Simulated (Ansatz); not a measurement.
# Surface energy of W(321) slab (30 atoms)

What is the surface energy of this cell, counted against the bulk crystal, and how far does it hang on functional and mesh?

Calculated with Ansatz 0.2.0: Kohn-Sham DFT, PBE, PAW (set soft_2), plane waves; cutoff 420 eV, fermi-dirac smearing of 0.1 eV. Cutoffs: 420 eV for PBE and PBEsol; 500 eV for r2SCAN.

**The cells**

The cell holds 30 atoms: 30 W. Cell: a = 5.517 Å, b = 7.122 Å, c = 26.917 Å, α = 90.0°, β = 90.0°, γ = 75.0°. It derives from W. The starting structure: Slab of W cut on (3 2 1), 11.9 Å thick, 2 x 1 surface cells, both faces free, 15 Å of vacuum; not relaxed. Lattice constants are starting values near those of PBE. Vacuum lies along c.

The bulk reference is W2 in a cell of 2 atoms, 16.155 Å³ an atom.

The input of the single point on the relaxed cell:

```yaml
crystal:
  lattice:
    - [5.51658, 0.0, 0.0]
    - [1.83886, 6.88039, 0.0]
    - [0.0, 0.0, 26.91718]
  atoms:
    - { symbol: W, position: [0.44117, 0.7231, 0.28555] }
    - { symbol: W, position: [0.15252, 0.07237, 0.31394] }
    - { symbol: W, position: [0.3547, 0.4274, 0.34022] }
    - { symbol: W, position: [0.07209, 0.78587, 0.37372] }
    [... 24 atom lines left out ...]
    - { symbol: W, position: [0.70462, 0.35621, 0.68606] }
    - { symbol: W, position: [0.91598, 0.70547, 0.71445] }
kpoints:
  mp_grid: { grid: [7, 5, 1] }
hamiltonian:
  xc: pbe
scf:
  occupations: { method: fermi_dirac, width: 0.1 }
output:
  forces: true
  populations: true
  dos:
    method: { smearing: { sigma: 0.08 } }
    de: 0.1
    projected: { site_lists: { W: [W] } }
  eigenvalues: true
  write_density: true
  write_potential: true
  volumetric_format: npy
```

| cell | formula | k-mesh | relaxation steps | gain on relaxing (eV) | free energy, PBE (eV) | time of its runs on this page |
| --- | --- | --- | --- | --- | --- | --- |
| W(321) slab | W30 | 7×5×1 (relaxed on 5×3×1) | 5 | 1.07 | -311528.264 | 54 s |
| bulk W | W2 | 17×17×17 | - | - | -20769.662 | 16 s |

**Surface energy**

The excess is the cell's free energy less 15 times that of the bulk cell. It is divided by twice the area, as the cell holds two faces, so the value is their mean, and they need not be alike (37.96 Å²), with 1 eV/Å² = 16.022 J/m².

```
           level  k-mesh  excess (eV)  surface energy (J/m²)  per area (meV/Å²)
             PBE   7×5×1       16.663                  3.517              219.5
PBE, denser mesh   9×7×1       16.666                  3.517              219.5
          r2SCAN   7×5×1       18.091                  3.818              238.3
          PBEsol   7×5×1       18.201                  3.841              239.8
```

Worked for the first row at PBE: (-311528.264) − 15 × (-20769.662) = 16.663 eV (from unrounded energies).

Then 16.663 / (2 × 37.96) × 16.022 = 3.517 J/m².

**Findings**

At PBE the surface energy is 3.52 J/m². At the same geometries the levels give 3.52 (PBE) to 3.84 J/m² (PBEsol) and the denser mesh leaves it within 0.01 J/m². Relaxing the atoms lowered it by 0.226 J/m² from the start (on the 5×3×1 mesh of the relaxation), and the farthest atom moved 0.21 Å.

Limits: The cell edges were held, so the lattice is the typed one for every functional. Cell and bulk are sampled on unlike meshes, and the error grows with the number of atoms subtracted. These are free energies under a smearing of 0.1 eV, whose entropy term isn't removed. Spin–orbit coupling is left out, which matters for the levels of the heavy elements. In some runs the program notes that positions were snapped to a detected symmetry and the exchange-correlation potential is rough where the density is thin.

[Logs are printed without paths, hosts, clocks, repeated set-up lines and the standing remarks that a program may print on its own settings, such as how far it seeks lower states.]

[Hosts, paths, dates, database ids (printed as entryN), source tags and the programs' standing remarks are cut or masked in the printed files.]
